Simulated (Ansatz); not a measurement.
# Dielectric response of MgO (110) films, part 3 of 3

Wanted: ε of rocksalt MgO (110) by finite fields on slabs, and the band edges against the vacuum where run.

Ansatz 0.2.0; plane-wave DFT, PBE, Ansatz PAW (the session's first sound run).

So far. Step 26 (The bulk crystal): The gap is 4.76 eV. Step 27 (Band edges against the vacuum, levels PBE): The program warns that the averaged potential varies by 0.17 eV in the slab's middle, which these edges carry as an error.

### Step 28. The bulk with HSE06, k-mesh 8×8×8

This step: plane-wave DFT, HSE06, Ansatz PAW (Ansatz 0.2.0).

System of this step: rocksalt MgO. The structure is cubic, space group Fm-3m (No. 225). The conventional cell has a = 4.210 Å, b = 4.210 Å, c = 4.210 Å, α = 90.00°, β = 90.00°, γ = 90.00°. Nearest to Mg lie 6 O at 2.10 Å. Nearest to O lie 6 Mg at 2.10 Å. Farther neighbours, and contacts between anions beyond the nearest, are not listed.

A hybrid functional removes part of the gap error, and is affordable in the small bulk cell.

File input.yaml:

```yaml
crystal:
  lattice:
    - [0.0, 2.105, 2.105]
    - [2.105, 0.0, 2.105]
    - [2.105, 2.105, 0.0]
  atoms:
    - { symbol: Mg, position: [0.0, 0.0, 0.0] }
    - { symbol: O, position: [0.5, 0.5, 0.5] }
kpoints:
  mp_grid: { grid: [8, 8, 8] }
hamiltonian:
  xc: hse06
scf:
  occupations: { method: fixed }
  convergence: { dr2_threshold: 1.0e-08 }
output:
  eigenvalues: true
checkpoint:
  write: bulk-hse.run
  compress: false
  write_wavefunctions: false
```

The run is started by

```console
ansatz run input.yaml --threads 4 --pin off --max-ram 8192MiB --backend cpu --events-out ev --progress --plain --runs-dir out
```

The job ended after 3.6 s (4 threads of Arm Neoverse V1, shared host; peak memory 0.89 GiB; 11 s of CPU time).

Read from the output:

```
gap on the k-mesh : 6.498 eV
```

The gap is 6.50 eV.

### Step 29. Band edges against the vacuum, levels HSE06

This step: plane-wave DFT, PBE, Ansatz PAW; band edges against the vacuum, bulk levels by HSE06 (Ansatz 0.2.0).

System of this step: MgO (110), 12 units. The cell holds 24 atoms: 12 Mg and 12 O. Its edges and angles: a = 2.977 Å, b = 4.210 Å, c = 34.373 Å, α = 90.0°, β = 90.0°, γ = 90.0°. It derives from MgO (rocksalt MgO). Vacuum lies along c.

The same line-up with the hybrid's levels.

File align.yaml:

```yaml
surface:
  bulk: { run: bulk.run, levels_from: { run: bulk-hse.run } }
  slab: { run: end12.run, axis: 3 }
  face: plus
  period: 1.48846
```

The run is started by

```console
ansatz align-bands align.yaml -- --threads 4 --pin off
```

The job ended after 0.08 s (4 threads).

Numbers from this step:

```
ionisation energy : 6.637 eV
electron affinity : 0.1386 eV
```

Check by hand: ionisation energy less affinity, 6.64 − (0.14) = 6.50 eV, is the bulk gap at this level.

The program warns that the averaged potential varies by 0.17 eV in the slab's middle, which these edges carry as an error.

### Step 30. A changed input

This step: plane-wave DFT, PBE, Ansatz PAW (Ansatz 0.2.0).

System of this step: MgO (110), 5 units. The cell holds 10 atoms: 5 Mg and 5 O. Cell: a = 2.977 Å, b = 4.210 Å, c = 23.954 Å, α = 90.0°, β = 90.0°, γ = 90.0°. It derives from MgO (rocksalt MgO). Vacuum lies along c.

A run with a changed input: it repeats the earlier run at 0.05 V/Å, 5 units with basis.ecutwfc to 350 eV; its output block differs too.

File input.yaml:

```yaml
crystal:
  lattice:
    - [2.97691955, 0.0, 0.0]
    - [0.0, 4.21, 0.0]
    - [0.0, 0.0, 23.9538390976]
  atoms:
    - { symbol: Mg, position: [0.5, 0.5, 0.379123233] }
    - { symbol: O, position: [0.5, 0.0, 0.3756539323] }
    - { symbol: Mg, position: [0.0, 0.0, 0.4343001501] }
    - { symbol: O, position: [0.0, 0.5, 0.4362804128] }
    - { symbol: Mg, position: [0.5, 0.5, 0.5000000008] }
    - { symbol: O, position: [0.5, 0.0, 0.4999999998] }
    - { symbol: Mg, position: [0.0, 0.0, 0.5656998509] }
    - { symbol: O, position: [0.0, 0.5, 0.5637195849] }
    - { symbol: Mg, position: [0.5, 0.5, 0.6208767726] }
    - { symbol: O, position: [0.5, 0.0, 0.6243460629] }
kpoints:
  mp_grid: { grid: [10, 6, 1] }
hamiltonian:
  xc: pbe
scf:
  occupations: { method: fixed }
  convergence: { dr2_threshold: 1.0e-10 }
efield:
  axis: 3
  dipole_correction: true
  ramp_position: 0.97
  ramp_width: 0.06
  amplitude: 0.05
output:
  write_potential: true
  write_density: true
  volumetric_format: npy
basis:
  ecutwfc: "350 eV"
```

The run is started by

```console
ansatz run input.yaml --threads 4 --pin off --max-ram 8192MiB --backend cpu --events-out ev --progress --plain --runs-dir out
```

Wall time 10 s (4 threads); peak memory 0.64 GiB; 39 s of CPU time.

| quantity | this run | earlier run | difference |
| --- | --- | --- | --- |
| dipole along the normal (e·Å) | 0.02258 | 0.02258 | 5.6e-7 |
| gap on the k-mesh (eV) | 1.826 | 1.829 | -0.0029 |

Nothing in the table moves by 0.01 in its unit (for the dipole 0.5 % and 5e-5 e·Å).

The change did no harm here.

### Step 31. The same run with other settings

Another changed input: it repeats the earlier run at 0.05 V/Å, 5 units with scf.mixing.preconditioner to resta and total_charge to 1; its output block differs too.

input.yaml: that of step 30 with these lines changed.

```diff
@@ -23,2 +23,3 @@
   convergence: { dr2_threshold: 1.0e-10 }
+  mixing: { preconditioner: resta }
 efield:
@@ -33,3 +34,2 @@
   volumetric_format: npy
-basis:
-  ecutwfc: "350 eV"
+total_charge: 1
```

Elapsed: 0.02 s, on 4 threads; peak memory 0.032 GiB; 0.02 s of CPU time.

The input was rejected at the start.

The program's message: “Error: efield: with total_charge ≠ 0 without external_charges — the saw-weighted dipole of a charged cell depends on the ramp position (the isolated-slab reference a dipole correction restores does no …”

### Step 32. What came out

| Property | Result |
| --- | --- |
| electronic ε from the thickness series | 3.22 |
| static ε from the thickness series | 10.3 |
| local electronic ε, middle of 12 units | 3.24 |
| ionisation energy, levels by PBE | 5.38 eV |
| electron affinity, levels by PBE | 0.626 eV |
| ionisation energy, levels by HSE06 | 6.64 eV |
| electron affinity, levels by HSE06 | 0.139 eV |

What this shows: The films give an electronic ε of 3.22 and a static ε of 10.3. The slope of the series and the field inside the thickest film give 3.22 and 3.24, in agreement. Ions raise ε from 3.22 to 10.3. The static value rests on two thicknesses alone. HSE06 levels deepen the valence edge by 1.25 eV on the same PBE surface dipole. The alignment warns that the averaged potential still varies by 0.17 eV in the slab's middle, which the band edges carry as an error. The in-plane lattice constants are held at typed bulk values. Semilocal functionals tend to overestimate the electronic ε a little.

Comparison with the measured values:

| quantity | measured | PBE | PBE, slope of the films |
| --- | --- | --- | --- |
| band gap (least gap) (eV) | 7.83 | 4.76 (-3.07 eV) | - |
| ε∞ (high-frequency dielectric constant) | 2.95 | - | 3.22 (+9.1 %) |

Measured values from arxiv:0908.1581 (2009) and arxiv:0704.2267 (2007).

How well it matches: The band gap is off by -3.07 eV: a clear miss. Local and semilocal functionals usually give gaps below the measured ones. Zero-point and thermal motion shift the measured gap. The ε∞ is off by +9.1 %: fair agreement.

[Long decimals in the printed logs are rounded to 6 places.]

[Logs are printed without paths, hosts, clocks, repeated set-up lines and the standing remarks that a program may print on its own settings, such as how far it seeks lower states.]

[Hosts, paths, dates, database ids (printed as entryN), source tags and the programs' standing remarks are cut or masked in the printed files.]

[Maps of the electrostatic potential energy from Ansatz leave out the sawtooth potential of an applied field or a dipole correction, so their vacuum need not be flat; planar profiles and work functions include it.]
